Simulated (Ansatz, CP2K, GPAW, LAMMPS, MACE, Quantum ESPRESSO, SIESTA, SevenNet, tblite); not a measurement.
# Codes compared on glassy 48SiO2-36B2O3-8MgO-8CaO (mol %) (89 atoms), part 2 of 2

Aim: run glassy 48SiO2-36B2O3-8MgO-8CaO (mol %) (89 atoms) in several programs and set results and cost side by side. A plane-wave run serves as the reference.

Reference: Ansatz 0.2.0; Kohn-Sham DFT, PBE, PAW, plane waves.

So far, density (g/cm³): step 3 (local order) 2.41.

**4. What was run beside it (continued)**

Differences are against the plane-wave reference, forces as r.m.s. over components; share is that over the reference's r.m.s. force, slope the least-squares factor from reference forces to these. Total energies of different programs have different zeros and aren't compared.

```
                                                                       run  Δ force, r.m.s. (meV/Å)  share (%)  slope  Δ pressure (GPa)  Δ gap (eV)  cores  CPU time  memory (GiB)
                                                                 reference                        -          -      -                 -           -      4      55 s           1.3
                                                    CP2K GFN1-xTB, OT DIIS                      826       65.8  0.705             -11.3           -      1     5.5 s          0.35
                             CP2K PBE, DZVP-MOLOPT-SR, 1200/60 Ry, OT DIIS                      132       10.5  1.038              1.04      -0.101      4    14 min           5.4
CP2K PBE, DZVP-MOLOPT-SR, 1200/60 Ry, TC2 filter 1e-03, SCF 1e-04 (coarse)                      383       30.5  1.183              0.25           -      4   2.9 min           5.4
         CP2K PBE, DZVP-MOLOPT-SR, 1200/60 Ry, TC2 filter 1e-07, SCF 1e-07                      130       10.3  1.033              1.03           -      4   6.1 min           5.4
                     CP2K PBE, SZV-MOLOPT-SR, 1200/60 Ry, OT DIIS (coarse)                      836       66.6  1.097              22.3      -0.951      2   9.5 min           3.5
                                              GPAW PBE, LCAO dzp, h 0.16 Å                      268       21.3  1.053                 -      -0.148      2   4.7 min           2.3
                                              GPAW PBE, LCAO dzp, h 0.18 Å                      270       21.5  1.051                 -      -0.149      1     3 min           1.4
                                 GPAW PBE, LCAO sz(dzp), h 0.18 Å (coarse)                      903       71.9  1.007                 -      -0.780      1      56 s           1.1
                                             GPAW RPBE, LCAO dzp, h 0.18 Å                      320       25.5  1.066                 -     -0.0679      1     3 min           1.4
                                               MACE MPA-0 medium potential                      145       11.5  0.953             0.446           -      1     9.3 s           1.1
                                  QE PBE, sssp-1.3.0-efficiency, 60/480 Ry                     33.5       2.67  1.004            -0.257     -0.0158      4    11 min           3.0
                       SIESTA PBE, DZ, shift 0.01 Ry, mesh 500 Ry (coarse)                      698       55.6  1.059              9.66      -0.204      2   2.6 min           1.4
                               SIESTA PBE, DZP, shift 0.01 Ry, mesh 500 Ry                      162       12.9  1.036              1.92      -0.169      2   5.4 min           2.2
                       SIESTA PBE, SZ, shift 0.01 Ry, mesh 500 Ry (coarse)                      942       75.0  1.043              20.3      -0.958      1   1.9 min          0.91
                       SIESTA PBE, SZ, shift 0.02 Ry, mesh 500 Ry (coarse)                      846       67.3  1.074              14.3      -0.985      1      87 s           0.8
                      SIESTA PBE, SZP, shift 0.01 Ry, mesh 500 Ry (coarse)                      553       44.0  1.091              9.60      -0.530      2   4.6 min           1.9
                                                      SevenNet 0 potential                      161       12.8  0.950            0.0396           -      1     9.1 s           1.0
                                                   SevenNet l3i5 potential                      116       9.25  0.952             0.166           -      1      11 s           1.7
                                                           tblite GFN1-xTB                      539       42.9  0.802              2.25           -      1     4.9 s          0.12
```

Rows marked coarse were listed beforehand as settings not expected to be converged; some can still land near the reference.

Times of the machine-learned potentials are mostly Python's start and the loading of weights.

CPU time is summed over cores on a shared host, where runs went side by side, so it is rough. Symmetry, cutoffs, thresholds, outputs and thread counts weren't matched or tuned between programs; memory under MPI is the largest rank's times the ranks.

Mean charges by element (e), by run and scheme:

```
                                                              run     scheme     Si      B     Mg     Ca      O
                                                        reference     Löwdin  +1.76  +0.63  +1.67  +1.79  -0.62
                                           CP2K GFN1-xTB, OT DIIS   Mulliken  +0.97  +0.93  +0.91  +1.71  -0.61
                    CP2K PBE, DZVP-MOLOPT-SR, 1200/60 Ry, OT DIIS   Mulliken  +0.84  +0.38  +1.31  +1.17  -0.40
                    CP2K PBE, DZVP-MOLOPT-SR, 1200/60 Ry, OT DIIS  Hirshfeld  +0.56  +0.29  +0.53  +0.45  -0.25
CP2K PBE, DZVP-MOLOPT-SR, 1200/60 Ry, TC2 filter 1e-07, SCF 1e-07   Mulliken  +0.84  +0.38  +1.31  +1.17  -0.40
                      SIESTA PBE, DZP, shift 0.01 Ry, mesh 500 Ry  Hirshfeld  +0.44  +0.21  +0.45  +0.47  -0.20
                                                  tblite GFN1-xTB   Mulliken  +0.44  +0.67  +0.74  +0.43  -0.36
```

The reference's Löwdin charges lack the electrons that the projection spills, 0.059 e an atom on average.

Within one program, basis, potentials and functional, energies share a zero. Each run against its twin at the usual cutoff or grid and solver:

```
                                                              run                                 twin  Δ energy (meV/atom)  Δ force, r.m.s. (meV/Å)        CPU time over the twin's
CP2K PBE, DZVP-MOLOPT-SR, 1200/60 Ry, TC2 filter 1e-03, SCF 1e-04  DZVP-MOLOPT-SR, 1200/60 Ry, OT DIIS                 61.0                      326                            0.20
CP2K PBE, DZVP-MOLOPT-SR, 1200/60 Ry, TC2 filter 1e-07, SCF 1e-07  DZVP-MOLOPT-SR, 1200/60 Ry, OT DIIS               0.0074                     18.6                            0.43
                                     GPAW PBE, LCAO dzp, h 0.16 Å                   LCAO dzp, h 0.18 Å                -47.2                     24.0  1.6 (this twin ran on 1 cores)
```

**5. Summary of results**

```yaml
reference_r_m_s_force_component: 1.26 eV/Å
nearest_in_forces: QE PBE, sssp-1.3.0-efficiency, 60/480 Ry, 2.7 %
farthest_in_forces: SIESTA PBE, SZ, shift 0.01 Ry, mesh 500 Ry (coarse), 75 %
cheapest_electronic_structure_run_beside_the_reference: tblite GFN1-xTB, 4.9 s of CPU time
```

In words: PBE on plane waves or a grid with other potentials, cutoffs or grids, coarse settings apart, differs from the reference by 2.7 % (QE PBE, sssp-1.3.0-efficiency, 60/480 Ry) of the r.m.s. force; this holds the reference's own error, so differences of a few per cent don't tell which side is nearer the exact PBE result (QE's 60 Ry are 816 eV, against the reference's 420 eV). The PBE runs in local orbitals, coarse settings apart, differ by 10 % (CP2K PBE, DZVP-MOLOPT-SR, 1200/60 Ry, TC2 filter 1e-07, SCF 1e-07) to 22 % (GPAW PBE, LCAO dzp, h 0.18 Å); basis, grid and potentials can all enter. Tight binding differs by 43 % (tblite GFN1-xTB) to 66 % (CP2K GFN1-xTB, OT DIIS); it is another model, with fitted parameters of its own, and the xTB methods hold dispersion. Machine-learned potentials differ by 9.3 % (SevenNet l3i5 potential) to 13 % (SevenNet 0 potential); they were trained on other programs' data. Rows with another functional or a dispersion term differ by 25 % (GPAW RPBE, LCAO dzp, h 0.18 Å), which mixes the change of model with differences of basis and potentials. Runs with settings chosen to be coarse differ by 31 % (CP2K PBE, DZVP-MOLOPT-SR, 1200/60 Ry, TC2 filter 1e-03, SCF 1e-04) to 75 % (SIESTA PBE, SZ, shift 0.01 Ry, mesh 500 Ry), their programs' other errors included. Of the electronic-structure runs that take under half the reference's CPU time, tblite GFN1-xTB comes nearest, at 43 % in 4.9 s against 55 s; its pressure misses by +2.2 GPa. CP2K PBE, DZVP-MOLOPT-SR, 1200/60 Ry, TC2 filter 1e-03, SCF 1e-04 stiffens the forces by a factor of 1.18 while following their directions (correlation 0.979). At the same functional, gaps differ from the reference's 2.83 eV by between -0.99 and -0.02 eV. In pressure, CP2K PBE, SZV-MOLOPT-SR, 1200/60 Ry, OT DIIS misses by +22.3 GPa, at the same functional. Charges hang on model, scheme and program or settings: among these rows the mean for Ca runs from +0.43 to +1.79 e. With TC2, tightening the sparsity filter from 1e-03 to 1e-07, and the SCF threshold with it, takes the force difference from the cubic solver from 326 to 19 meV/Å, and the CPU time from 0.20 to 0.43 times the cubic solver's. In the reference: filled and empty levels are parted by 2.83 eV (at Γ alone); a semilocal functional tends to put such gaps too low. In a disordered cell it changes from sample to sample, and tail or defect levels can set it. In the reference: mean Löwdin charges: B +0.63, Ca +1.79, Mg +1.67, O -0.62, Si +1.76 e (they miss 1.1 % of the electrons, so they add up to more than the cell's charge). Periodic xTB results under one method name differ between programs and library versions. The potentials hold different valence shells: 472 electrons in the reference, 456 in Quantum ESPRESSO with SSSP; this bears on time and differences. Machine-learned potentials mimic data converged in k, so the reference's own k-point error enters their differences. The quench rate of 50 K/ps is many orders above laboratory rates, so the cell is likely richer in defects and strain than a real sample. The network of bonds at the start is that of the classical potential that made the cell, and needn't be the one that DFT or experiment would give. The electronic-structure runs sample only Γ, in a cell whose shortest periodic width is 10 Å.

[Also dropped from logs without a mark: logging warnings of Python, and SIESTA's first energy breakdown and zero terms.]

[Logs are printed without paths, hosts, clocks, repeated set-up lines and the standing remarks that a program may print on its own settings, such as how far it seeks lower states.]

[Hosts, paths, dates, database ids (printed as entryN), source tags and the programs' standing remarks are cut or masked in the printed files.]
